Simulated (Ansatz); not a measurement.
# Dielectric response of BaTiO3 (001), TiO2 faces films, part 4 of 4

Wanted: ε of perovskite BaTiO3 (001), TiO2 faces by finite fields on slabs, and the band edges against the vacuum where run.

Ansatz 0.2.0; plane-wave DFT, LDA, Ansatz PAW.

So far, gap on the k-mesh (eV): step 2 (relaxation, 13 atoms, units 2) 0.966; step 14 (single point, 28 atoms, units 5, field 0.1 V/Å) 0.572; step 15 (single point, 28 atoms, units 5, field -0.1 V/Å) 0.572; step 17 (field on, atoms free, 28 atoms, units 5, field 0.03 V/Å) 0.731; step 18 (relaxing in the field, 28 atoms, units 5, field -0.03 V/Å) 0.731.

**21. Static ε from the series (continued)**

The equivalent conductor thickness by distance between the outer atoms:

```tsv
distance between the outer atoms (Å)	equivalent conductor thickness (Å)
7.72	9.94
19.40	21.6
```

**22. The same run with other settings**

This step: plane-wave DFT, LDA, Ansatz PAW (Ansatz 0.2.0).

System of this step: BaTiO3 (001), TiO2 faces, 2 units. The cell holds 13 atoms: 3 Ti, 8 O and 2 Ba. Cell: a = 4.000 Å, b = 4.000 Å, c = 26.000 Å, α = 90.0°, β = 90.0°, γ = 90.0°. It derives from BaTiO3 (perovskite BaTiO3). Vacuum lies along c.

An input spoilt on purpose, to show how the run answers: it repeats the earlier run at 0.1 V/Å, 2 units with efield.ramp_width from 0.071 to 0.9, and scf.max_iter set to 50.

The input, input.yaml:

```yaml
crystal:
  lattice:
    - [4.0, 0.0, 0.0]
    - [0.0, 4.0, 0.0]
    - [0.0, 0.0, 26.0]
  atoms:
    - { symbol: Ti, position: [0.5, 0.5, 0.3547307996] }
    - { symbol: O, position: [0.0, 0.5, 0.351523372] }
    - { symbol: O, position: [0.5, 0.0, 0.351523372] }
    - { symbol: Ba, position: [0.0, 0.0, 0.4219070475] }
    - { symbol: O, position: [0.5, 0.5, 0.4249615296] }
    - { symbol: Ti, position: [0.5, 0.5, 0.5000000007] }
    - { symbol: O, position: [0.0, 0.5, 0.4999999974] }
    - { symbol: O, position: [0.5, 0.0, 0.4999999974] }
    - { symbol: Ba, position: [0.0, 0.0, 0.578092948] }
    - { symbol: O, position: [0.5, 0.5, 0.5750384742] }
    - { symbol: Ti, position: [0.5, 0.5, 0.6452692031] }
    - { symbol: O, position: [0.0, 0.5, 0.6484766292] }
    - { symbol: O, position: [0.5, 0.0, 0.6484766292] }
kpoints:
  mp_grid: { grid: [8, 8, 1] }
hamiltonian:
  xc: lda
scf:
  occupations: { method: fixed }
  convergence: { dr2_threshold: 1.0e-10 }
  max_iter: 50
efield:
  axis: 3
  dipole_correction: true
  ramp_position: 0.9645
  ramp_width: 0.9
  amplitude: 0.1
output:
  write_potential: true
  write_density: true
  volumetric_format: npy
```

Started as:

```console
ansatz run input.yaml --threads 4 --pin off --max-ram 12288MiB --backend cpu --events-out ev --progress --plain --runs-dir out
```

Numbers of over 12 decimals in the logs are rounded to 6 here.

The log of the run:

```text
Engine: ansatz 0.2.0, aarch64-unknown-linux-gnu
Pseudopotentials: kind: paw
Pseudopotential: Ti, paw, valence charge 12, recommended cutoff 420 eV (normal), Ti.paw.azcp
Pseudopotential: O, paw, valence charge 6, recommended cutoff 420 eV (normal), O.paw.azcp
Pseudopotential: Ba, paw, valence charge 10, recommended cutoff 420 eV (normal), Ba.paw.azcp
Functional definition: SPW92
  exchange = slater_x
  correlation = pw_c
Crystal: 13 atoms, lattice volume = 416.000 Å³
Basis set: ecut = 420 eV, 8151 PW (Γ)
Bands: 65, of which v1, the nominal top of the filled ones, is band 52 counted from 1 (51 counted from 0)
Symmetry: 8 space group operations
k-points: 15 of 64
Non-local potential: Ti, projectors of the file, l = 0: 3, l = 1: 2, l = 2: 3, l = 3: 1
Non-local potential: O, projectors of the file, l = 0: 2, l = 1: 2, l = 2: 1
Non-local potential: Ba, projectors of the file, l = 0: 3, l = 1: 2, l = 2: 2, l = 3: 2
PAW form: soft (Blöchl's): semilocal exchange-correlation on the pseudo side does not see the compensation charge
PAW frozen core: Ti, regenerated for the run's functional, and the local potential with it (the file was generated under x = pbe(κ = 0.804, μ = 0.219515), c = pbe(β = 0.066725))
PAW frozen core: O, regenerated for the run's functional, and the local potential with it (the file was generated under x = pbe(κ = 0.804, μ = 0.219515), c = pbe(β = 0.066725))
PAW frozen core: Ba, regenerated for the run's functional, and the local potential with it (the file was generated under x = pbe(κ = 0.804, μ = 0.219515), c = pbe(β = 0.066725))
PAW one-centre angular grid: Ti, 590 points (default); XC on 64 Gauss nodes
PAW one-centre angular grid: O, 110 points (default); XC on 64 Gauss nodes
PAW one-centre angular grid: Ba, 194 points (default); XC on 64 Gauss nodes
Initial density: superposition of atomic densities (neutral atoms: chi_scale 0, normalization atom, screened)
Initial wavefunctions: pseudopotential atomic-orbital guess
Functional: x = slater, c = lda
Error: efield: ion 0 (Ti) at fractional coordinate 0.3547 along the field axis lies inside the sawtooth ramp with 2 of the planes that the density is read on at each end, [0.9534, 0.8756] — the ramp must sit in vacuum (an ion there feels the fictitious reversed slope); set or move the ramp (efield.ramp_position / ramp_width) or move the geometry
```

Run time: 0.29 s. Hardware: 4 threads of Arm Neoverse V1, shared host; peak memory 0.51 GiB.

The program refused the input before any cycle.

The program's message: “Error: efield: ion 0 (Ti) at fractional coordinate 0.3547 along the field axis lies inside the sawtooth ramp with 2 of the planes that the density is read on at each end, [0.9534, 0.8756] — the ramp m …”

The fault put into the input: a ramp so wide that it reaches the atoms.

**23. Varying the input**

An input spoilt on purpose, to show how the run answers: it repeats the earlier run at 0.1 V/Å, 2 units with crystal.atoms[0].spin to 2.0, and scf.max_iter set to 60.

input.yaml: that of step 22 with these lines changed.

```diff
@@ -6,3 +6,3 @@
   atoms:
-    - { symbol: Ti, position: [0.5, 0.5, 0.3547307996] }
+    - { symbol: Ti, position: [0.5, 0.5, 0.3547307996], spin: 2.0 }
     - { symbol: O, position: [0.0, 0.5, 0.351523372] }
@@ -26,3 +26,3 @@
   convergence: { dr2_threshold: 1.0e-10 }
-  max_iter: 50
+  max_iter: 60
 efield:
@@ -31,3 +31,3 @@
   ramp_position: 0.9645
-  ramp_width: 0.9
+  ramp_width: 0.071
   amplitude: 0.1
```

The log of the run:

```text
Error: inconsistent input (magnetization.spin_polarized): false but per-atom `spin:`, `per_species`, `initial_magnetization`, `magnetic_field`, or `spin_locking` is set
```

The job ended after 0.02 s (4 threads; peak memory 0.03 GiB).

The program refused the input before any cycle.

The program's message: “Error: inconsistent input (magnetization.spin_polarized): false but per-atom `spin:`, `per_species`, `initial_magnetization`, `magnetic_field`, or `spin_locking` is set”

The fault put into the input: a moment without spin polarisation.

**24. Summary of results**

```
electronic ε from the thickness series : 6.76
local electronic ε, middle of 5 units  : 6.79
```

**Reading.** The films give an electronic ε of 6.76; a static ε was not obtained. The slope of the series and the field inside the thickest film give 6.76 and 6.79, in agreement. With relaxed atoms the series gives no finite ε: the film is polar, near an instability or conducts. The in-plane lattice constants are held at typed bulk values. Semilocal functionals tend to overestimate the electronic ε a little.

[Logs are printed without paths, hosts, clocks, repeated set-up lines and the standing remarks that a program may print on its own settings, such as how far it seeks lower states.]

[Hosts, paths, dates, database ids (printed as entryN), source tags and the programs' standing remarks are cut or masked in the printed files.]

[Maps of the electrostatic potential energy from Ansatz leave out the sawtooth potential of an applied field or a dipole correction, so their vacuum need not be flat; planar profiles and work functions include it.]
